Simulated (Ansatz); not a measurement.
# Lattice dynamics of Ba2C (built on the sites of a database entry of Be2C)

The cell of Ba2C (built on the sites of a database entry of Be2C) is at rest. What are its phonons? After the zone centre comes a 2×2×2 q mesh on a 10×10×10 k mesh.

Method: DFT LDA, scalar-relativistic, plane waves, PAW, in Ansatz 0.2.0.

The structure was built from a prototype and need not be the compound's stable phase.

## Step 1: Set-up

Symmetry: Fm-3m, No. 225, cubic system. The conventional cell has a = 6.792 Å, b = 6.792 Å, c = 6.792 Å, α = 90.00°, β = 90.00°, γ = 90.00°. Nearest to Ba lie 4 C at 2.94 Å. C has 8 Ba at 2.94 Å nearest. Farther neighbours are not listed.

## Step 2: Zone-centre response

The cell comes from relaxations at this level that are not shown. The zone centre comes first: it holds the modes that light can see, as far as symmetry allows. No field response is asked, since the mesh shows no gap.

The input, input.yaml:

```yaml
crystal:
  lattice:
    - [0.0, 3.3958497574, 3.3958497574]
    - [3.3958497574, 0.0, 3.3958497574]
    - [3.3958497574, 3.3958497574, 0.0]
  atoms:
    - { symbol: Ba, position: [0.25, 0.25, 0.25] }
    - { symbol: Ba, position: [0.75, 0.75, 0.75] }
    - { symbol: C, position: [0.0, 0.0, 0.0] }
kpoints:
  mp_grid: { grid: [10, 10, 10] }
hamiltonian:
  xc: lda
scf:
  occupations: { method: methfessel_paxton, width: 0.15 }
output:
  eigenvalues: true
phonons:
  method: dfpt
```

On the command line:

```console
> ansatz run input.yaml --threads 4 --pin off --max-ram 7168MiB --backend cpu --events-out ev --progress --plain --runs-dir out
```

Numbers of over 12 decimals in the logs are rounded to 6 here.

The log of the run:

```text
zone centre: on kpoints.mp_grid the ground state, and the responses unless they are solved on pairs of k-points, stand on 102 of the mesh's 1000 k-points, reduced under 8 symmetry operations, with k and −k counted as one. Each operation leaves every solved displacement unchanged or reverses it
Engine: ansatz 0.2.0, aarch64-unknown-linux-gnu
Pseudopotentials: kind: paw
Pseudopotential: Ba, paw, valence charge 10, recommended cutoff 420 eV (normal), Ba.paw.azcp
Pseudopotential: C, paw, valence charge 4, recommended cutoff 420 eV (normal), C.paw.azcp
Functional definition: SPW92
  exchange = slater_x
  correlation = pw_c
Crystal: 3 atoms, lattice volume = 78.320 Å³
Basis set: ecut = 420 eV, 1471 PW (Γ), exchange–correlation on 72×72×72 points (8 copies of the dense FFT grid, shifted against one another)
Bands: 16, of which v1, the nominal top of the filled ones, is band 12 counted from 1 (11 counted from 0)
Symmetry: 48 space group operations
k-points: 102 of 1000 (irreducible under 8 space group operations, time reversal used)
Non-local potential: Ba, projectors of the file, l = 0: 3, l = 1: 2, l = 2: 2, l = 3: 2
Non-local potential: C, projectors of the file, l = 0: 2, l = 1: 2, l = 2: 1
PAW form: soft (Blöchl's): semilocal exchange-correlation on the pseudo side does not see the compensation charge
PAW frozen core: Ba, regenerated for the run's functional, and the local potential with it (the file was generated under x = pbe(κ = 0.804, μ = 0.219515), c = pbe(β = 0.066725))
PAW frozen core: C, regenerated for the run's functional, and the local potential with it (the file was generated under x = pbe(κ = 0.804, μ = 0.219515), c = pbe(β = 0.066725))
PAW one-centre angular grid: Ba, 194 points (default); XC on 64 Gauss nodes
PAW one-centre angular grid: C, 110 points (default); XC on 64 Gauss nodes
Initial density: superposition of atomic densities (neutral atoms: chi_scale 0, normalization atom), corrected by the library's trained network
Initial wavefunctions: pseudopotential atomic-orbital guess
Functional: x = slater, c = lda
SCF iter   1: F=—  HF=-11800.501726 eV  |F-HF|=—  |Δ(HF+E_count)|=         —  Δρ=1.40e-2  dr2=3.66e-1  ethr=1.77e-3  ⟨swp⟩=8.5  Hψ=10214  notcnv=0
preconditioner: auto → Kerker (q_TF=auto, 2.240 Å⁻¹)  [metal: Δε(μ)=0.046 eV  Ē_g=10.880 eV  σ=0.150 eV  W_gap=0.26  n_scr=14 (ndim 8)  ℏωp=18.8 eV  f_vac=0.000  D(μ)=1.12/eV (n_scr^D=8)]
SCF iter   2: F=—  HF=-11800.455222 eV  |F-HF|=—  |Δ(HF+E_count)|=   4.65e-2  S|Δr|=    0.00e0  Δρ=5.64e-3  dr2=2.39e-2  ethr=1.53e-3  ⟨swp⟩=2.1  Hψ=3112  notcnv=0
SCF iter   3: F=—  HF=-11800.451883 eV  |F-HF|=—  |Δ(HF+E_count)|=   3.34e-3  S|Δr|=    0.00e0  Δρ=2.03e-3  dr2=2.77e-3  ethr=9.95e-5  ⟨swp⟩=2.0  Hψ=2042  notcnv=0
SCF iter   4: F=—  HF=-11800.451476 eV  |F-HF|=—  |Δ(HF+E_count)|=   4.07e-4  S|Δr|=    0.00e0  Δρ=3.20e-4  dr2=1.81e-4  ethr=1.16e-5  ⟨swp⟩=1.4  Hψ=1801  notcnv=0
SCF iter   5: F=—  HF=-11800.451447 eV  |F-HF|=—  |Δ(HF+E_count)|=   2.92e-5  S|Δr|=    0.00e0  Δρ=5.64e-5  dr2=2.93e-6  ethr=7.54e-7  ⟨swp⟩=1.5  Hψ=1727  notcnv=0
SCF iter   6: F=—  HF=-11800.451447 eV  |F-HF|=—  |Δ(HF+E_count)|=   2.81e-7  S|Δr|=    0.00e0  Δρ=1.42e-5  dr2=3.06e-7  ethr=1.22e-8  ⟨swp⟩=2.4  Hψ=2758  notcnv=0
SCF iter   7: F=—  HF=-11800.451447 eV  |F-HF|=—  |Δ(HF+E_count)|=   1.52e-7  S|Δr|=    0.00e0  Δρ=3.74e-6  dr2=1.95e-8  ethr=1.27e-9  ⟨swp⟩=1.8  Hψ=2050  notcnv=0
SCF iter   8: F=—  HF=-11800.451447 eV  |F-HF|=—  |Δ(HF+E_count)|=   1.58e-9  S|Δr|=    0.00e0  Δρ=4.69e-7  dr2=1.87e-10  ethr=8.12e-11  ⟨swp⟩=2.0  Hψ=2010  notcnv=0
SCF iter   9: F=-11800.451447 eV  HF=-11800.451447 eV  |F-HF|=1.82e-12  |Δ(HF+E_count)|=  1.82e-12  S|Δr|=    0.00e0  Δρ=9.11e-8  dr2=5.38e-12  ethr=1.00e-12  ⟨swp⟩=6.5  Hψ=8266  notcnv=0
SCF 1 converged in 9 iterations: F = -11800.451447 eV  dr2 = 5.38e-12
  greatest PAW one-centre occupation: 0.957 electrons in one spin orbital (limit 2), on the Ba atom at site 1 (counted from 0), in its partial waves of l = 0
DFPT response loops at Γ: preconditioner auto → Kerker (q_TF=auto, 2.240 Å⁻¹) (partly filled bands, converged f_vac=0.000); β = 1.00, the filter's whole step (`scf.mixing.beta` (0.50) is not read by the response loops under this deck's `scf.mixing.preconditioner`; to damp them name `kerker` or `kerker_dos`, under which they read `scf.mixing.beta`, and type it under 1.00, their step now; both keys bind the ground state too); Broyden in place of MSR1
SCF converged after 9 iterations
Stability not checked: this state was not tested for a lower state beside it, because cold or Methfessel-Paxton smearing, or corrected tetrahedra, fill the levels in a way that the test cannot read (fill_not_monotonic; see scf.lower_state_search)
Free energy (F): -11800.451447 eV
Harris-Foulkes:  -11800.451447 eV  (|F-HF|=1.82e-12)
Internal energy: -11800.453514 eV  (E = F + TS)
E sigma→0 (E₀):  -11800.451964 eV
Entropy (-TS):   0.002067 eV (0.689 meV/atom)
Fermi energy:    10.511818 eV
--- Per-component energies (eV) ---
  E_band       = -37.696408
  E_kinetic    = 425.394785
  E_local      = -543.321438  (includes V_loc(G=0)·N_el)
  E_nonlocal   = 149.364960
  E_hartree    = 173.755990
  E_xc         = -382.792052
  E_vxc        = -332.881904  (∫ρ·V_xc dr)
  E_paw        = -10206.579630  (= ΣΔE_a)
  E_vpaw       = -83.764820  (= ΣTr[D̂ρ^β])
  E_aug_tail   = 0.000002  (compensation charges beyond the density's cutoff)
  E_ewald      = -1416.903993
  E_core_change = 0.627864  (= ΣΔE_core)
  E_smearing   = 0.002067  (= −TS)
  E_closure    = 0.000000  (closes the sum)
  Σ components = -11800.451447   (vs F -11800.451447, Δ=0.00e0)
--- Band table (eV; the first three rows and the last of 102) ---
  k-point 0: bands = [... 8 lower, 2.4532, 8.3067, 8.3067, 8.3067, 10.5899, 10.5899, 10.7024, 15.0330]
  k-point 1: bands = [... 8 lower, 2.5530, 8.3272, 8.4000, 8.4000, 10.7501, 10.7501, 11.0472, 14.6084]
  k-point 2: bands = [... 8 lower, 2.7790, 8.5244, 8.6667, 8.6667, 11.2083, 11.2083, 11.8358, 13.8583]
  k-point 101: bands = [... 8 lower, 3.1100, 9.5323, 9.5750, 10.0262, 11.3896, 12.4792, 12.5970, 13.7060]
--- Phonons (Γ-DFPT): 2 representative perturbations + reference, on 102 of 1000 k-points (Σ response iterations 7) ---
  k mesh reduced under 8 symmetry operations, with k and −k counted as one. Each operation leaves every solved displacement unchanged or reverses it
  ASR residual: 1.088e-4 → 0.000e0 eV/Å²; symmetrization residual: 8.805e-7 eV/Å²
  ASR residual per site (eV/Å²): 5.69e-6 5.69e-6 1.09e-4
  Γ frequencies (cm⁻¹): 0.00 0.00 0.00 67.96 67.96 67.96 247.04 247.04 247.04
  non-analytic LO–TO correction: not included (Born effective charges unavailable; polar crystals: no LO–TO splitting at Γ)
```

The job ended after 18 s (4 threads of Arm Neoverse V1, shared host; peak memory 0.77 GiB; 64 s of CPU time).

This step gave:

```
volume per atom                                         : 26.11 Å³
gap on the k-mesh                                       : 0 eV
sum-rule residual before enforcement                    : 1.09e-4 eV/Å²
point group                                             : m-3m
highest optical mode at the zone centre (no LO-TO term) : 247.0 cm⁻¹
lowest optical zone-centre mode                         : 67.96 cm⁻¹
```

Patterns of degenerate modes are one choice out of their space. Modes at Γ, with each element's share of the kinetic energy:

```csv
mode,frequency (cm⁻¹),symmetry,Ba %,C %
1,0.0,acoustic,96,4
2,0.0,acoustic,96,4
3,0.0,acoustic,96,4
4,68.0,T2g,100,0
5,68.0,T2g,100,0
6,68.0,T2g,100,0
7,247.0,T1u,4,96
8,247.0,T1u,4,96
9,247.0,T1u,4,96
```

Displacements in mode 4 (68.0 cm⁻¹), the largest set to 1:
```
Ba1 -0.10 -1.00 -0.36
Ba2  0.10  1.00  0.36
C3   0.00  0.00  0.00
```

Displacements in mode 8 (247.0 cm⁻¹), the largest set to 1:
```
Ba1  0.00 -0.04 -0.03
Ba2  0.00 -0.04 -0.03
C3   0.00  1.00  0.68
```

Before it was imposed, the acoustic sum rule was missed by 1.1e-4 eV/Å². Small misses are needed for a sound result but don't prove that mesh and cutoff are converged. The lowest optical mode is real, 68.0 cm⁻¹.

## Step 3: Phonons on a q mesh

Stability and thermal properties need the whole zone. Linear response on a 2×2×2 q mesh gives force constants as far as a supercell of that size would.

Edit input.yaml of step 2 so:

```diff
@@ -19 +19,8 @@
   method: dfpt
+  qmesh: [2, 2, 2]
+  temperatures: { t_max: 1000, t_step: 50 }
+  qpath:
+    path:
+      - [[0.0, 0.0, 0.0], [0.5, 0.0, 0.5], [0.625, 0.25, 0.625]]
+      - [[0.375, 0.375, 0.75], [0.0, 0.0, 0.0], [0.5, 0.5, 0.5], [0.5, 0.25, 0.75], [0.5, 0.0, 0.5]]
+    npoints: 10
```

The log of the run:

```text
Warning: phonons: the dynamical matrix that this run interpolates holds no multipole term above the dipole-dipole one, and a site of this crystal is no centre of inversion, so its interpolated transverse optical and acoustic branches and sound speeds can stay off near Gamma, and the density of states and the thermodynamics with them. What a run solves at a wave vector of phonons.qpoints, Gamma apart, where the deck admits one, is free of this, and under fd what a larger phonons.supercell samples
[...]
Crystal: 3 atoms, lattice volume = 78.320 Å³
Basis set: ecut = 420 eV, 1471 PW (Γ), exchange–correlation on 72×72×72 points (8 copies of the dense FFT grid, shifted against one another)
Bands: 16, of which v1, the nominal top of the filled ones, is band 12 counted from 1 (11 counted from 0)
Symmetry: 48 space group operations
k-points: 47 of 1000
[...]
SCF iter   1: F=—  HF=-11800.501880 eV  |F-HF|=—  |Δ(HF+E_count)|=         —  Δρ=1.40e-2  dr2=3.66e-1  ethr=1.77e-3  ⟨swp⟩=8.5  Hψ=4724  notcnv=0
[...]
SCF iter   9: F=-11800.451447 eV  HF=-11800.451447 eV  |F-HF|=5.46e-12  |Δ(HF+E_count)|=  1.09e-11  S|Δr|=    0.00e0  Δρ=8.50e-8  dr2=5.17e-12  ethr=1.00e-12  ⟨swp⟩=5.0  Hψ=4035  notcnv=0
SCF 1 converged in 9 iterations: F = -11800.451447 eV  dr2 = 5.17e-12
[...]
iter 1 solved again at ethr=4.53e-7 eV; its pass at ethr=3.10e-3 eV (dr2=1.09e-4 eV) is discarded
SCF iter   1: F=—  HF=-11800.451447 eV  |F-HF|=—  |Δ(HF+E_count)|=         —  Δρ=5.45e-7  dr2=1.41e-10  ethr=4.53e-7  ⟨swp⟩=3.0  Hψ=6617  notcnv=0
eigensolver tolerance schedule: the retry pair's looser diagonalisation over-reported the residual by 774266.19 of it (diagonalisation noise at an unbounded share of the residual, at the tolerance the schedule requests for it); recorded, not acted on — ethr = c·dr2/N_el stays at c = 1.0e-1
[...]
SCF iter   2: F=—  HF=-11800.451447 eV  |F-HF|=—  |Δ(HF+E_count)|=   6.92e-7  S|Δr|=    0.00e0  Δρ=3.48e-7  dr2=1.19e-10  ethr=1.00e-12  ⟨swp⟩=4.1  Hψ=2175  notcnv=0
[...]
SCF iter   4: F=-11800.451447 eV  HF=-11800.451447 eV  |F-HF|=0.00e0  |Δ(HF+E_count)|=  3.64e-12  S|Δr|=    0.00e0  Δρ=1.33e-7  dr2=7.61e-12  ethr=1.00e-12  ⟨swp⟩=3.2  Hψ=2270  notcnv=0
SCF 2 converged in 4 iterations: F = -11800.451447 eV  dr2 = 7.61e-12
phonons: the bands overlap, so this run is a metal and interpolates without the dipole-dipole term. If the crystal is really an insulator or semiconductor, its LO-TO splitting is missing
NSCF: frozen V_eff on 47 k-points
WARN: eigensolver did not converge in 5 slots of this pass, the one above among them; of largest residual over every band (k=5): 1 band(s) unlocked (lowest unlocked band 15, counted from 0; max residual 4.83e-3 eV among the unlocked bands, 4.83e-3 eV over every band); of lowest unlocked band (k=5): band 15
[...]
DFPT response loops at q = (0, 0, 0) (fractional): preconditioner auto → Kerker (q_TF=auto, 2.240 Å⁻¹) (partly filled bands, converged f_vac=0.000); β = 1.00, the filter's whole step (`scf.mixing.beta` (0.50) is not read by the response loops under this deck's `scf.mixing.preconditioner`; to damp them name `kerker` or `kerker_dos`, under which they read `scf.mixing.beta`, and type it under 1.00, their step now; both keys bind the ground state too); Broyden in place of MSR1
[...]
SCF converged after 9 iterations
[...]
Free energy (F): -11800.451447 eV
[...]
Internal energy: -11800.453514 eV  (E = F + TS)
E sigma→0 (E₀):  -11800.451964 eV
Entropy (-TS):   0.002067 eV (0.689 meV/atom)
Fermi energy:    10.511818 eV
[...]
--- Band table (eV; the first three rows and the last of 47) ---
  k-point 0: bands = [... 8 lower, 2.4532, 8.3067, 8.3067, 8.3067, 10.5899, 10.5899, 10.7024, 15.0330]
  k-point 1: bands = [... 8 lower, 2.5530, 8.3272, 8.4000, 8.4000, 10.7501, 10.7501, 11.0472, 14.6084]
  k-point 2: bands = [... 8 lower, 2.7790, 8.5244, 8.6667, 8.6667, 11.2083, 11.2083, 11.8358, 13.8583]
  k-point 46: bands = [... 8 lower, 3.1100, 9.5323, 9.5750, 10.0262, 11.3896, 12.4792, 12.5970, 13.7060]
--- Phonons (Γ-DFPT): 2 representative perturbations + reference (Σ response iterations 7) ---
  ASR residual: 8.340e-5 → 0.000e0 eV/Å²; symmetrization residual: 3.346e-7 eV/Å²
  ASR residual per site (eV/Å²): 6.40e-6 6.40e-6 8.34e-5
  Γ frequencies (cm⁻¹): 0.00 0.00 0.00 67.96 67.96 67.96 247.04 247.04 247.04
--- Phonons (arbitrary-q DFPT): 3 irreducible q on the 2×2×2 mesh ---
  q = [0.0000, 0.0000, 0.0000] (star 1, of the zone-centre solve; hermiticity 2.59e-7, symmetrization 4.71e-14): -0.00 -0.00 -0.00 67.96 67.96 67.96 247.04 247.04 247.04
  q = [0.0000, 0.0000, -0.5000] (star 4, 2 solved perturbations on 282 of 1000 k-point pairs; hermiticity 2.60e-7, symmetrization 8.82e-14): 56.59 56.59 78.07 81.34 81.34 90.60 204.54 204.54 288.99
  q = [0.0000, -0.5000, -0.5000] (star 3, 4 solved perturbations in 546 linear systems a pass and spin channel, the states on 171 of 1000 k-point pairs; hermiticity 2.16e-8, symmetrization 7.89e-14): -29.98 39.77 39.77 73.16 73.16 99.36 99.36 121.83 347.18
  sum rule: each row above includes the acoustic sum rule's correction from the zone centre's row sums; it moved no ω² by more than (1.37 cm⁻¹)²
  mesh force constants: q→R imaginary residual 6.69e-17; ASR residual 8.340e-5 → 0.000e0 eV/Å²; symmetrization residual 3.109e-15 eV/Å²
  interpolated dispersion: 62 rows × 9 modes
  density of states and harmonic sums: on the 16×16×16 q-mesh, interpolated from the force constants of a 2×2×2 supercell (no non-analytic term)
  largest difference from the sums on the solved wave vectors: F 1.82e-1 eV, S 2.41e-4 and C_V 5.91e-5 eV/K
  zero-point energy: 0.065904 eV/cell   skipped modes (ω ≤ 0): 16, of them read as no rigid motion or as one in doubt: 13 (6.372e-2 modes/cell left out, lowest -29.98 cm⁻¹)   left out of the sums: 7.16e-3 of the cell's modes: C_V's classical limit lies that fraction below 3 k_B per atom; for a crystal, a wire or a layer, F and S can be off by more, and a phonons.interpolated_qmesh denser along its periods is the remedy for the sampling
```

Wall time 86 s (4 threads); peak memory 1.2 GiB.

Numbers from this step:

- sum-rule residual before enforcement: 8.34e-5 eV/Å²
- lowest frequency on the path: -29.98 cm⁻¹
- highest frequency on the path or at a solved wavevector: 347.2 cm⁻¹
- lowest mode on the q mesh (acoustic modes at Γ apart): -29.98 cm⁻¹

Frequencies (cm⁻¹) solved at each irreducible wavevector; negative means imaginary. Frequencies by wavevector, by row:

```csv
q in reciprocal lattice units,star,mode 1,mode 2,mode 3,mode 4,mode 5,mode 6,mode 7,mode 8,mode 9
0 0 0,1,0,0,0,68,68,68,247,247,247
0 0 -0.5,4,56.6,56.6,78.1,81.3,81.3,90.6,204.5,204.5,289
0 -0.5 -0.5,3,-30,39.8,39.8,73.2,73.2,99.4,99.4,121.8,347.2
```

(Part 1 of 2 ends here.)

[Logs are printed without paths, hosts, clocks, repeated set-up lines and the standing remarks that a program may print on its own settings, such as how far it seeks lower states.]

[Hosts, paths, dates, database ids (printed as entryN), source tags and the programs' standing remarks are cut or masked in the printed files.]
